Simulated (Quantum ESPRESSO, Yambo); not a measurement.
# Quasiparticle gap of CdWO4 (P2/c) in Yambo, part 2 of 3

Wanted: ground state, empty states, screening and self-energy for CdWO4 (P2/c).

Quantum ESPRESSO 7.5 and Yambo 5.3.0; LDA and many-body steps on it, plane waves. Known limits of the many-body steps: short of the basis limit; d shell near the gap, gap tends to lie low; no spin-orbit coupling; coarse k mesh.

So far. Step 2 (Ground state): The gap is indirect, with the least direct gap 0.003 eV higher.

## Step 3: Bands along the symmetry lines

Level of this step: DFT, LDA, plane waves, norm-conserving pseudopotentials (Quantum ESPRESSO).

The cheap functional maps the bands first; the places of the edges decide which points the dearer methods must see.

The input, pw.in:

```
&control
  calculation = 'bands'
  prefix = 'x'
  outdir = 'o'
  pseudo_dir = 'pseudo'
/
&system
  ibrav = 0
  nat = 12
  ntyp = 3
  ecutwfc = 94.0
  nbnd = 64
  force_symmorphic = .true.
/
&electrons
  conv_thr = 1e-9
  electron_maxstep = 80
  diago_full_acc = .true.
  diago_thr_init = 5e-6
/
ATOMIC_SPECIES
  Cd 112.41 Cd.upf
  W 183.84 W.upf
  O 15.999 O.upf
CELL_PARAMETERS angstrom
  5.0400000000 -0.0000000000 0.0000000000
  -0.0000000000 5.8701000000 -0.0000000000
  -0.1309573182 -0.0000000000 5.0824131071
ATOMIC_POSITIONS crystal
  Cd 0.5000000000 0.6972900000 0.2500000000
  Cd 0.5000000000 0.3027100000 0.7500000000
  W 0.0000000000 0.1785500000 0.2500000000
  W 0.0000000000 0.8214500000 0.7500000000
  O 0.2018000000 0.0955000000 0.9504000000
  O 0.7982000000 0.0955000000 0.5496000000
  O 0.7982000000 0.9045000000 0.0496000000
  O 0.2018000000 0.9045000000 0.4504000000
  O 0.2420000000 0.3703000000 0.3839000000
  O 0.7580000000 0.3703000000 0.1161000000
  O 0.7580000000 0.6297000000 0.6161000000
  O 0.2420000000 0.6297000000 0.8839000000
K_POINTS crystal
  81
  0.00000000 0.00000000 0.00000000 1
  0.00000000 0.06250000 0.00000000 1
  0.00000000 0.12500000 0.00000000 1
  0.00000000 0.18750000 0.00000000 1
  0.00000000 0.25000000 0.00000000 1
  0.00000000 0.31250000 0.00000000 1
  0.00000000 0.37500000 0.00000000 1
  0.00000000 0.43750000 0.00000000 1
  0.00000000 0.50000000 0.00000000 1
  0.00000000 0.50000000 0.06250000 1
  0.00000000 0.50000000 0.12500000 1
  0.00000000 0.50000000 0.18750000 1
  0.00000000 0.50000000 0.25000000 1
  0.00000000 0.50000000 0.31250000 1
  0.00000000 0.50000000 0.37500000 1
  0.00000000 0.50000000 0.43750000 1
  0.00000000 0.50000000 0.50000000 1
  0.00000000 0.43750000 0.50000000 1
  0.00000000 0.37500000 0.50000000 1
  0.00000000 0.31250000 0.50000000 1
  0.00000000 0.25000000 0.50000000 1
  0.00000000 0.18750000 0.50000000 1
  0.00000000 0.12500000 0.50000000 1
  0.00000000 0.06250000 0.50000000 1
  0.00000000 0.00000000 0.50000000 1
  0.00000000 0.00000000 0.43750000 1
  0.00000000 0.00000000 0.37500000 1
  0.00000000 0.00000000 0.31250000 1
  0.00000000 0.00000000 0.25000000 1
  0.00000000 0.00000000 0.18750000 1
  0.00000000 0.00000000 0.12500000 1
  0.00000000 0.00000000 0.06250000 1
  0.00000000 0.00000000 0.00000000 1
  -0.06250000 0.00000000 0.06250000 1
  -0.12500000 0.00000000 0.12500000 1
  -0.18750000 0.00000000 0.18750000 1
  -0.25000000 0.00000000 0.25000000 1
  -0.31250000 0.00000000 0.31250000 1
  -0.37500000 0.00000000 0.37500000 1
  -0.43750000 0.00000000 0.43750000 1
  -0.50000000 0.00000000 0.50000000 1
  -0.50000000 0.06250000 0.50000000 1
  -0.50000000 0.12500000 0.50000000 1
  -0.50000000 0.18750000 0.50000000 1
  -0.50000000 0.25000000 0.50000000 1
  -0.50000000 0.31250000 0.50000000 1
  -0.50000000 0.37500000 0.50000000 1
  -0.50000000 0.43750000 0.50000000 1
  -0.50000000 0.50000000 0.50000000 1
  -0.43750000 0.50000000 0.43750000 1
  -0.37500000 0.50000000 0.37500000 1
  -0.31250000 0.50000000 0.31250000 1
  -0.25000000 0.50000000 0.25000000 1
  -0.18750000 0.50000000 0.18750000 1
  -0.12500000 0.50000000 0.12500000 1
  -0.06250000 0.50000000 0.06250000 1
  0.00000000 0.50000000 0.00000000 1
  -0.06250000 0.50000000 0.00000000 1
  -0.12500000 0.50000000 0.00000000 1
  -0.18750000 0.50000000 0.00000000 1
  -0.25000000 0.50000000 0.00000000 1
  -0.31250000 0.50000000 0.00000000 1
  -0.37500000 0.50000000 0.00000000 1
  -0.43750000 0.50000000 0.00000000 1
  -0.50000000 0.50000000 0.00000000 1
  -0.50000000 0.43750000 0.00000000 1
  -0.50000000 0.37500000 0.00000000 1
  -0.50000000 0.31250000 0.00000000 1
  -0.50000000 0.25000000 0.00000000 1
  -0.50000000 0.18750000 0.00000000 1
  -0.50000000 0.12500000 0.00000000 1
  -0.50000000 0.06250000 0.00000000 1
  -0.50000000 0.00000000 0.00000000 1
  -0.43750000 0.00000000 0.00000000 1
  -0.37500000 0.00000000 0.00000000 1
  -0.31250000 0.00000000 0.00000000 1
  -0.25000000 0.00000000 0.00000000 1
  -0.18750000 0.00000000 0.00000000 1
  -0.12500000 0.00000000 0.00000000 1
  -0.06250000 0.00000000 0.00000000 1
  0.00000000 0.00000000 0.00000000 1
```

Started as:

```sh
OMP_NUM_THREADS=1 mpirun -n 8 pw.x -nk 8 -in pw.in > pw.out
```

The log of the run:

```text
[banner, memory and clock lines left out]
Program PWSCF v.7.5 starts

     Atomic positions and unit cell read from directory:
     o/x.save/

     Message from routine setup:
     using ibrav=0 with symmetry is DISCOURAGED, use correct ibrav instead

     G-vector sticks info

     bravais-lattice index     =            0
     lattice parameter (alat)  =       9.5242  a.u.
     unit-cell volume          =    1014.7115 (a.u.)^3
     number of atoms/cell      =           12
     number of atomic types    =            3
     number of electrons       =       116.00
     number of Kohn-Sham states=           64
     kinetic-energy cutoff     =      94.0000  Ry
     charge density cutoff     =     376.0000  Ry
     Exchange-correlation= SLA  PW   NOGX NOGC
                           (   1   4   0   0   0   0   0)

     celldm(1)=   9.524220  celldm(2)=   0.000000  celldm(3)=   0.000000
     celldm(4)=   0.000000  celldm(5)=   0.000000  celldm(6)=   0.000000

     crystal axes: (cart. coord. in units of alat)
               a(1) = (   1.000000  -0.000000   0.000000 )
               a(2) = (  -0.000000   1.164702  -0.000000 )
               a(3) = (  -0.025984  -0.000000   1.008415 )

     reciprocal axes: (cart. coord. in units 2 pi/alat)
               b(1) = (  1.000000  0.000000  0.025767 )
               b(2) = (  0.000000  0.858588  0.000000 )
               b(3) = (  0.000000  0.000000  0.991655 )
     Pseudo is Norm-conserving + core correction, Zval = 20.0
     Generated using ONCVPSP code by D. R. Hamann
     Using radial grid of 1336 points,  6 beta functions with:
     Pseudo is Norm-conserving + core correction, Zval = 14.0
     Generated using ONCVPSP code by D. R. Hamann
     Using radial grid of 1380 points,  8 beta functions with:
     Pseudo is Norm-conserving + core correction, Zval =  6.0
     Generated using ONCVPSP code by D. R. Hamann
     Using radial grid of  926 points,  5 beta functions with:
     Cd               20.00   112.41000     Cd( 1.00)
     W                14.00   183.84000     W ( 1.00)
     O                 6.00    15.99900     O ( 1.00)

      2 Sym. Ops., with inversion, found

   Cartesian axes

     site n.     atom                  positions (alat units)
         1        Cd     tau(   1) = (   0.4935041   0.8121353   0.2521038  )
         2        Cd     tau(   2) = (   0.4805123   0.3525671   0.7563115  )
         3        W      tau(   3) = (  -0.0064959   0.2079576   0.2521038  )
         4        W      tau(   4) = (  -0.0194877   0.9567448   0.7563115  )
         5        O      tau(   5) = (   0.1771052   0.1112291   0.9583979  )
         6        O      tau(   6) = (   0.7839194   0.1112291   0.5542250  )
         7        O      tau(   7) = (   0.7969112   1.0534733   0.0500174  )
[...]
11        O      tau(  11) = (   0.7419915   0.7334131   0.6212847  )
        12        O      tau(  12) = (   0.2190331   0.7334131   0.8913383  )

     number of k points=    81
                       cart. coord. in units 2pi/alat
        k(    1) = (   0.0000000   0.0000000   0.0000000), wk =   0.0246914
        k(    2) = (   0.0000000   0.0536618   0.0000000), wk =   0.0246914
        k(    3) = (   0.0000000   0.1073236   0.0000000), wk =   0.0246914
[...]
[... 69 further rows ...]
        k(   80) = (  -0.0625000   0.0000000  -0.0016104), wk =   0.0246914
        k(   81) = (   0.0000000   0.0000000   0.0000000), wk =   0.0246914

     Dense  grid:   125031 G-vectors     FFT dimensions: (  60,  72,  60)

     The potential is recalculated from file :
     o/x.save/charge-density

     Starting wfcs are   72 randomized atomic wfcs

     Band Structure Calculation

     End of band structure calculation

          k = 0.0000 0.0000 0.0000 ( 15641 PWs)   bands (ev):

   -90.7298 -90.7297 -65.3274 -65.3216 -51.9263 -51.9240 -51.9151 -51.9128
   -51.8852 -51.8850 -29.7013 -29.6747 -29.6656 -29.5873 -29.5871 -29.5162
    -8.9981  -7.8260  -7.6111  -7.5967  -7.5822  -7.3891  -7.1732  -6.9998
[...]
k = 0.0000 0.0537 0.0000 ( 15633 PWs)   bands (ev):

[...]
k = 0.0000 0.1073 0.0000 ( 15624 PWs)   bands (ev):

[...]
k =-0.0625 0.0000 0.0604 ( 15632 PWs)   bands (ev):

[...]
k =-0.1250 0.0000 0.1207 ( 15613 PWs)   bands (ev):

[...]
k =-0.1875 0.0000 0.1811 ( 15616 PWs)   bands (ev):

[...]
k =-0.1250 0.4293 0.1207 ( 15636 PWs)   bands (ev):

[...]
k =-0.0625 0.4293 0.0604 ( 15626 PWs)   bands (ev):

[...]
k = 0.0000 0.4293 0.0000 ( 15614 PWs)   bands (ev):

[...]
k =-0.0625 0.4293-0.0016 ( 15600 PWs)   bands (ev):

[...]
k =-0.1250 0.4293-0.0032 ( 15624 PWs)   bands (ev):

[...]
k =-0.1875 0.4293-0.0048 ( 15614 PWs)   bands (ev):

[...]
k =-0.1250 0.0000-0.0032 ( 15638 PWs)   bands (ev):

[...]
k =-0.0625 0.0000-0.0016 ( 15635 PWs)   bands (ev):

[...]
k = 0.0000 0.0000 0.0000 ( 15641 PWs)   bands (ev):

[...]
6.9762   7.0256   7.2539   7.3153   7.7441   7.8905   8.0955   8.2111
     8.4219   8.4664  12.1090  12.5591  12.5693  12.7162  12.7710  13.7169

     XML data file, pseudopotentials, collected wavefunctions
```

Run time: 81 s. Hardware: 8 MPI ranks of Arm Neoverse V2, shared host; peak memory 1.6 GiB; 10 min of CPU time.

Read from the output:

| Quantity | Value |
| --- | --- |
| gap | 2.983 eV |
| k of the valence top | 0, 0.5, 0 |
| k of the conduction bottom | 0, 0.5, 0.1875 |
| least direct gap | 2.998 eV |

The gap is 2.983 eV, −0.012 eV from the run before at this level.

Electronic bands along the path, in eV, zero at the top of the highest filled band:

```tsv
point	band 55	band 56	band 57	band 58	band 59	band 60	band 61	band 62
Γ	-0.63	-0.52	-0.31	-0.26	3.38	3.83	3.84	3.99
halfway	-0.67	-0.63	-0.48	-0.10	3.16	3.62	4.09	4.10
Z	-0.80	-0.69	-0.57	0.00	3.00	3.89	3.89	4.21
halfway	-0.72	-0.65	-0.48	-0.07	3.00	3.92	3.98	4.26
D	-0.64	-0.64	-0.13	-0.13	3.39	3.39	4.08	4.08
halfway	-0.57	-0.57	-0.13	-0.13	3.39	3.39	4.08	4.08
B	-0.55	-0.55	-0.12	-0.12	3.42	3.42	3.90	3.90
halfway	-0.68	-0.45	-0.27	-0.05	3.41	3.50	3.80	3.80
Γ	-0.63	-0.52	-0.31	-0.26	3.38	3.83	3.84	3.99
halfway	-0.67	-0.46	-0.39	-0.10	3.35	3.37	3.90	4.09
A	-0.45	-0.45	-0.21	-0.21	3.60	3.60	4.22	4.22
halfway	-0.63	-0.63	-0.32	-0.32	3.66	3.66	4.08	4.08
E	-0.84	-0.84	-0.44	-0.44	3.71	3.71	3.96	3.96
halfway	-0.72	-0.69	-0.43	-0.37	3.07	3.68	4.08	4.18
Z	-0.80	-0.69	-0.57	0.00	3.00	3.89	3.89	4.21
halfway	-0.77	-0.68	-0.37	-0.27	3.22	3.87	4.01	4.33
C2	-0.73	-0.58	-0.57	-0.39	3.42	3.90	3.94	4.14
halfway	-0.61	-0.53	-0.41	-0.30	3.50	3.83	3.87	4.20
Y2	-0.52	-0.25	-0.25	-0.21	3.62	3.79	3.82	4.07
halfway	-0.62	-0.58	-0.31	-0.25	3.56	3.75	3.84	3.93
Γ	-0.63	-0.52	-0.31	-0.26	3.38	3.83	3.84	3.99
```

## Step 4: Empty states on the mesh, 4×2×2 mesh, 216 bands

The sums over transitions need many empty states on a uniform mesh; this step solves for them.

The input, pw.in:

```
&control
  calculation = 'nscf'
  prefix = 'x'
  outdir = 'o'
  pseudo_dir = 'pseudo'
/
&system
  ibrav = 0
  nat = 12
  ntyp = 3
  ecutwfc = 94.0
  nbnd = 216
  force_symmorphic = .true.
/
&electrons
  conv_thr = 1e-9
  electron_maxstep = 80
  diago_full_acc = .true.
  diago_thr_init = 5e-6
/
ATOMIC_SPECIES
  Cd 112.41 Cd.upf
  W 183.84 W.upf
  O 15.999 O.upf
CELL_PARAMETERS angstrom
  5.0400000000 -0.0000000000 0.0000000000
  -0.0000000000 5.8701000000 -0.0000000000
  -0.1309573182 -0.0000000000 5.0824131071
ATOMIC_POSITIONS crystal
  Cd 0.5000000000 0.6972900000 0.2500000000
  Cd 0.5000000000 0.3027100000 0.7500000000
  W 0.0000000000 0.1785500000 0.2500000000
  W 0.0000000000 0.8214500000 0.7500000000
  O 0.2018000000 0.0955000000 0.9504000000
  O 0.7982000000 0.0955000000 0.5496000000
  O 0.7982000000 0.9045000000 0.0496000000
  O 0.2018000000 0.9045000000 0.4504000000
  O 0.2420000000 0.3703000000 0.3839000000
  O 0.7580000000 0.3703000000 0.1161000000
  O 0.7580000000 0.6297000000 0.6161000000
  O 0.2420000000 0.6297000000 0.8839000000
K_POINTS automatic
  4 2 2 0 0 0
```

Started as:

```sh
OMP_NUM_THREADS=1 mpirun -n 8 pw.x -nk 4 -in pw.in > pw.out
```

The log of the run:

```text
[banner, memory and clock lines left out]
Program PWSCF v.7.5 starts

     Atomic positions and unit cell read from directory:
     o/x.save/

     Message from routine setup:
     using ibrav=0 with symmetry is DISCOURAGED, use correct ibrav instead

     bravais-lattice index     =            0
     lattice parameter (alat)  =       9.5242  a.u.
     unit-cell volume          =    1014.7115 (a.u.)^3
     number of atoms/cell      =           12
     number of atomic types    =            3
     number of electrons       =       116.00
     number of Kohn-Sham states=          216
     kinetic-energy cutoff     =      94.0000  Ry
     charge density cutoff     =     376.0000  Ry
     Exchange-correlation= SLA  PW   NOGX NOGC
                           (   1   4   0   0   0   0   0)

     celldm(1)=   9.524220  celldm(2)=   0.000000  celldm(3)=   0.000000
     celldm(4)=   0.000000  celldm(5)=   0.000000  celldm(6)=   0.000000

     crystal axes: (cart. coord. in units of alat)
               a(1) = (   1.000000  -0.000000   0.000000 )
               a(2) = (  -0.000000   1.164702  -0.000000 )
               a(3) = (  -0.025984  -0.000000   1.008415 )

     reciprocal axes: (cart. coord. in units 2 pi/alat)
               b(1) = (  1.000000  0.000000  0.025767 )
               b(2) = (  0.000000  0.858588  0.000000 )
               b(3) = (  0.000000  0.000000  0.991655 )
     Pseudo is Norm-conserving + core correction, Zval = 20.0
     Generated using ONCVPSP code by D. R. Hamann
     Using radial grid of 1336 points,  6 beta functions with:
     Pseudo is Norm-conserving + core correction, Zval = 14.0
     Generated using ONCVPSP code by D. R. Hamann
     Using radial grid of 1380 points,  8 beta functions with:
     Pseudo is Norm-conserving + core correction, Zval =  6.0
     Generated using ONCVPSP code by D. R. Hamann
     Using radial grid of  926 points,  5 beta functions with:
     Cd               20.00   112.41000     Cd( 1.00)
     W                14.00   183.84000     W ( 1.00)
     O                 6.00    15.99900     O ( 1.00)

      2 Sym. Ops., with inversion, found

   Cartesian axes

     site n.     atom                  positions (alat units)
         1        Cd     tau(   1) = (   0.4935041   0.8121353   0.2521038  )
         2        Cd     tau(   2) = (   0.4805123   0.3525671   0.7563115  )
         3        W      tau(   3) = (  -0.0064959   0.2079576   0.2521038  )
         4        W      tau(   4) = (  -0.0194877   0.9567448   0.7563115  )
         5        O      tau(   5) = (   0.1771052   0.1112291   0.9583979  )
         6        O      tau(   6) = (   0.7839194   0.1112291   0.5542250  )
         7        O      tau(   7) = (   0.7969112   1.0534733   0.0500174  )
[...]
11        O      tau(  11) = (   0.7419915   0.7334131   0.6212847  )
        12        O      tau(  12) = (   0.2190331   0.7334131   0.8913383  )

     number of k points=    12
                       cart. coord. in units 2pi/alat
        k(    1) = (   0.0000000   0.0000000   0.0000000), wk =   0.1250000
        k(    2) = (   0.0000000   0.0000000  -0.4958275), wk =   0.1250000
        k(    3) = (   0.0000000  -0.4292942   0.0000000), wk =   0.1250000
[...]
k(   11) = (  -0.5000000  -0.4292942  -0.0128834), wk =   0.1250000
        k(   12) = (  -0.5000000  -0.4292942  -0.5087108), wk =   0.1250000

     Dense  grid:   125031 G-vectors     FFT dimensions: (  60,  72,  60)

     The potential is recalculated from file :
     o/x.save/charge-density

     Starting wfcs are   72 randomized atomic wfcs +  144 random wfcs

     Band Structure Calculation

     End of band structure calculation

          k = 0.0000 0.0000 0.0000 ( 15641 PWs)   bands (ev):

   -90.7298 -90.7297 -65.3274 -65.3216 -51.9263 -51.9240 -51.9151 -51.9128
   -51.8852 -51.8850 -29.7013 -29.6747 -29.6656 -29.5873 -29.5871 -29.5162
    -8.9981  -7.8260  -7.6111  -7.5967  -7.5822  -7.3891  -7.1732  -6.9998
[...]
[... 15 further rows ...]
[...]
k = 0.0000 0.0000-0.4958 ( 15626 PWs)   bands (ev):

[...]
[... 15 further rows ...]
[...]
k = 0.0000-0.4293 0.0000 ( 15614 PWs)   bands (ev):

[...]
[... 15 further rows ...]
    59.8378  59.9404  59.9696  59.9855  60.2287  60.5007  60.8965  61.1959
    61.2764  61.6543  61.8190  62.0050  62.0202  62.4121  62.4517  62.4677

          k = 0.0000-0.4293-0.4958 ( 15656 PWs)   bands (ev):

     [... further k-points ...]

     highest occupied, lowest unoccupied level (ev):     8.7283   11.7260

     XML data file, pseudopotentials, collected wavefunctions
```

It took 89 s on 8 MPI ranks; peak memory 1.8 GiB; 12 min of CPU time.

Numbers from this step:

```
gap                                                           : 2.998 eV
k of the valence top                                          : 0, -0.5, 0
k of the conduction bottom                                    : 0, -0.5, 0
least direct gap                                              : 2.998 eV
k points computed                                             : 12
lowest point of the top converged band, above the valence top : 53.7394 eV
```

On this mesh the gap is 2.998 eV.

(Continued in part 3 of 3.)

[Long decimals in the printed logs are rounded to 6 places.]

[Logs are printed without paths, hosts, clocks, repeated set-up lines and the standing remarks that a program may print on its own settings, such as how far it seeks lower states.]

[Paths, hosts, dates, memory and timing lines, banners, echoed tables and standing remarks are left out of the program output; an Ansatz launch command may be rebuilt from the run's recorded settings. Measured values are a selection of at most five: reports struck by readers or far from the other reports are left out. None is set beside runs whose start may be inverted or whose files or cutoffs have a known fault.]

[Runs of the session that timed out or met a known fault of the program may be left out.]

[Hosts, paths, dates, database ids (printed as entryN), source tags and the programs' standing remarks are cut or masked in the printed files.]
